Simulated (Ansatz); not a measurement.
MgS (Fm-3m): refractive index against wavelength

The refractive index of MgS (Fm-3m) below the direct gap (3.72 eV on the mesh) is read from one computed spectrum, n = √(Re ε).

Cell: a, b, c = 3.679, 3.679, 3.679 Å (primitive vectors), 2 atoms.

Method: Ansatz 0.2.0, PBE, independent particles, k-mesh 12×12×12 with interpolation inside its cells, Gaussian parameter 0.15 eV.

Launch of the response step: `ansatz run input.yaml --threads 4 --pin off --max-ram 8192MiB --backend cpu --events-out ev --progress --plain --runs-dir out`. The run took 4 s, on 4 threads of Arm Neoverse V1, on a shared host.

```tsv
wavelength (nm)	photon energy E (eV)	n
1550	0.800	2.4443
1310	0.946	2.4506
1064	1.165	2.4623
850	1.459	2.4822
700	1.771	2.5097
633	1.959	2.5296
532	2.331	?
```

In the single-oscillator model n² − 1 = E₀E_d/(E₀² − E²), so 1/(n² − 1) = E₀/E_d − E²/(E₀E_d) is linear in E².

Working, on the rows shown:

| x = E² (eV²) | y = 1/(n² − 1) |
| --- | --- |
| 0.639837 | 0.201021 |
| 0.895757 | 0.199783 |
| 1.35784 | 0.197514 |
| 2.12762 | 0.193749 |
| 3.13716 | 0.188729 |
| 3.83641 | 0.185224 |

Means: x̄ = 1.9991, ȳ = 0.19434. Σ(x − x̄)(y − ȳ) = -0.04033, Σ(x − x̄)² = 8.164. Slope = -0.04033 / 8.164 = -0.004941; intercept = ȳ − slope · x̄ = 0.20421. Turned back into n, the line misses the rows shown by at most 0.00025.

Q: What does the fit predict for the withheld row, and how well does it do?

A: At x = 5.4314 the line gives y = 0.17738, that is 2.5764. The run gave 2.5782, so the extrapolation is off by 0.0018, 1.4 % of the range in the table.

Refitted with all rows, the slope is -0.004989 and the intercept 0.20429. These give E₀ = √(intercept/−slope) = 6.40 eV and E_d = E₀/intercept = 31.3 eV; E₀ is 1.7 times the direct gap. The electronic limit at long wavelengths, without lattice vibrations, is n = √(1 + 1/intercept) = 2.428. Excitons are left out and so are local fields; PBE gaps are as a rule too small.

[Logs are printed without paths, hosts, clocks, repeated set-up lines and the standing remarks that a program may print on its own settings, such as how far it seeks lower states.]
